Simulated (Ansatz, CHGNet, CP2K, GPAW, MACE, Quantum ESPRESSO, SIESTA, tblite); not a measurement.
# Which run comes nearest? Cu(111)/C(111) interface (72 atoms)

The cell holds 72 atoms: 18 Cu and 54 C. Its edges and angles: a = 6.718 Å, b = 7.618 Å, c = 10.557 Å, α = 90.0°, β = 90.0°, γ = 100.9°. Fcc Cu(111), 2 repeat layers, 9 surface cells, strained -0.66 and -0.66 %; diamond-structure C(111), 3 layers, 9 cells, +0.67 and +0.67 %; outer planes 2.18 Å apart and 1.67 Å at the second interface of the periodic stack; not relaxed, displaced by a Gaussian of 0.02 Å. Then every atom was moved at random, 0.02 Å r.m.s. a Cartesian component. Regions: Cu, 18 atoms (18 Cu); C, 54 atoms (54 C).

Geometry: as built.

The reference, a calculation:

```
method                 : Kohn-Sham DFT, PBE, PAW, plane waves (Ansatz 0.2.0); cutoff 420 eV, Γ point, fermi-dirac smearing of 0.05 eV; PAW set soft_2
r.m.s. force component : 1.28 eV/Å
longest force          : 4.667 eV/Å
pressure               : 2.01 GPa
SCF cycles             : 14
time                   : 13 s on 4 threads of Arm Neoverse V1, shared host
CPU time               : 36 s
```

In doubt: a PseudoDojo file used here is known to give poor structures and forces (SIESTA), which bears on pressures, cells, forces and phonons.

Q: Estimate the differences from the reference, the CPU time and the memory of each run.
- tblite GFN1-xTB (tblite 0.8.0; 1 thread)
- GPAW PBE, LCAO dzp, h 0.2 Å (GPAW 26.7.0; 1 thread)
- SIESTA PBE, DZP, shift 0.04 Ry, mesh 500 Ry (SIESTA 5.4.2; 2 MPI ranks)
- CP2K PBE, SZV-MOLOPT-SR, 800/50 Ry, diagonalisation (CP2K 2026.2; 2 threads)
- GPAW RPBE, LCAO dzp, h 0.2 Å (GPAW 26.7.0; 1 thread)
- MACE MP-0b3 medium potential (MACE MP-0b3 medium; 1 thread)
- SIESTA PBE, DZP, shift 0.01 Ry, mesh 500 Ry (SIESTA 5.4.2; 4 MPI ranks)
- SIESTA PBE, SZP, shift 0.01 Ry, mesh 500 Ry (SIESTA 5.4.2; 2 MPI ranks)
- CP2K PBE, DZVP-MOLOPT-SR, 280/50 Ry, diagonalisation (CP2K 2026.2; 2 threads)
- CHGNet 0.3.0 potential (CHGNet 0.3.0; 1 thread)

Differences are against the plane-wave reference, forces as r.m.s. over components; share is that over the reference's r.m.s. force, slope the least-squares factor from reference forces to these. Total energies of different programs have different zeros and aren't compared.

```tsv
run	Δ force, r.m.s. (meV/Å)	share (%)	slope	Δ pressure (GPa)	cores	CPU time	memory (GiB)
reference	-	-	-	-	4	36 s	0.86
tblite GFN1-xTB	311	24.3	0.963	-0.278	1	3.9 s	0.12
GPAW PBE, LCAO dzp, h 0.2 Å	87.5	6.84	1.051	-	1	3.6 min	0.72
SIESTA PBE, DZP, shift 0.04 Ry, mesh 500 Ry (coarse)	327	25.6	1.003	-19.3	2	4.6 min	1.1
CP2K PBE, SZV-MOLOPT-SR, 800/50 Ry, diagonalisation (coarse)	371	29.0	1.222	7.71	2	8.3 min	2.1
GPAW RPBE, LCAO dzp, h 0.2 Å	105	8.20	1.062	-	1	3.7 min	0.75
MACE MP-0b3 medium potential	454	35.5	0.791	4.20	1	9.3 s	1.4
SIESTA PBE, DZP, shift 0.01 Ry, mesh 500 Ry	130	10.1	1.036	3.18	4	11 min	2.0
SIESTA PBE, SZP, shift 0.01 Ry, mesh 500 Ry (coarse)	424	33.1	1.058	3.87	2	7.9 min	1.5
CP2K PBE, DZVP-MOLOPT-SR, 280/50 Ry, diagonalisation (coarse)	309	24.1	1.008	3.11	2	16 min	1.1
CHGNet 0.3.0 potential	336	26.3	0.907	-4.58	1	6.5 s	3.4
```

Rows marked coarse were listed beforehand as settings not expected to be converged; some can still land near the reference.

Times of the machine-learned potentials are mostly Python's start and the loading of weights.

CPU time is summed over cores on a shared host, where runs went side by side, so it is rough. Symmetry, cutoffs, thresholds, outputs and thread counts weren't matched or tuned between programs; memory under MPI is the largest rank's times the ranks.

The PBE runs in local orbitals, coarse settings apart, differ by 6.8 % (GPAW PBE, LCAO dzp, h 0.2 Å) to 10 % (SIESTA PBE, DZP, shift 0.01 Ry, mesh 500 Ry); basis, grid and potentials can all enter. Tight binding differs by 24 % (tblite GFN1-xTB); it is another model, with fitted parameters of its own, and the xTB methods hold dispersion. Machine-learned potentials differ by 26 % (CHGNet 0.3.0 potential) to 35 % (MACE MP-0b3 medium potential); they were trained on other programs' data. Among those trained on PBE data the slope goes as low as 0.79, which softening far from their training structures can give, though the reference's k-sampling is untested too. Rows with another functional or a dispersion term differ by 8.2 % (GPAW RPBE, LCAO dzp, h 0.2 Å), which mixes the change of model with differences of basis and potentials. Periodic xTB results under one method name differ between programs and library versions. Machine-learned potentials mimic data converged in k, so the reference's own k-point error enters their differences. The electronic-structure runs sample only Γ, in a cell whose shortest periodic width is 7 Å, which is coarse for a cell with partly filled levels.

[Logs are printed without paths, hosts, clocks, repeated set-up lines and the standing remarks that a program may print on its own settings, such as how far it seeks lower states.]

[Hosts, paths, dates, database ids (printed as entryN), source tags and the programs' standing remarks are cut or masked in the printed files.]
